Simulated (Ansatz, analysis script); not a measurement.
Entries from a set of simulations; values are calculated unless marked as measured.

## FeGe: energy against the total moment

Symmetry: P6/mmm, No. 191, hexagonal system. The conventional cell has a = 4.998 Å, b = 4.998 Å, c = 4.116 Å, α = 90.00°, β = 90.00°, γ = 120.00°. Fe has 4 Fe at 2.50 Å and 6 Ge at 2.50 to 2.51 Å nearest. Nearest to Ge lie 6 Fe at 2.50 Å. Nearest to Ge lie 6 Fe at 2.51 Å. Farther neighbours are not listed.

```xyz
6
Lattice="4.9976 0.0000 0.0000 -2.4988 4.3281 0.0000 0.0000 0.0000 4.1158" Properties=species:S:1:pos:R:3 pbc="T T T"
Fe    2.4988    0.0000    0.0000
Fe    1.2494    2.1640    0.0000
Fe   -1.2494    2.1640    0.0000
Ge    0.0000    0.0000    0.0000
Ge    0.0000    2.8854    2.0579
Ge    2.4988    1.4427    2.0579
```

```
method                                             : PBEsol, PAW set soft_1 (files made for PBE); collinear runs at fixed total moment and in a field on the spins (and 4 further levels or steps)
program                                            : Ansatz 0.2.0 and analysis script 1
settings of one run                                : cutoff 420 eV, 9×9×9 k-mesh, Fermi-Dirac occupations, smearing width 0.05 eV
notes                                              : In doubt: warnings of the run leave room for a lower electronic state (Ansatz, analysis script), so energies may not be the lowest and differences between runs may mislead. In doubt: the program’s search for lower states was switched off, so a lower magnetic state than those reached may exist.
state of the free run                              : ferromagnetic
net moment of the free run                         : 4.12 μB
energy of the free run from the state without spin : -713 meV a cell
lowest of the fixed moments tried                  : M = 4.168 μB, -713 meV
dM/dB between 0 and 300 T                          : 0.333 μB a cell per 1000 T
```

At this level the system is magnetic: the free run keeps 1.46 μB on the largest site. No other order was typed. Among the fixed moments, E(M) falls 713 meV below the state without spin and is lowest near 4.168 μB on this grid.

[Logs and program files are shortened in this print: banners, set-up blocks, solver, clock and traceback lines can be left out without a mark of their own.]

[Logs are printed without paths, hosts, clocks, repeated set-up lines and the standing remarks that a program may print on its own settings, such as how far it seeks lower states.]

[Hosts, paths, dates, database ids (printed as entryN), source tags and the programs' standing remarks are cut or masked in the printed files.]
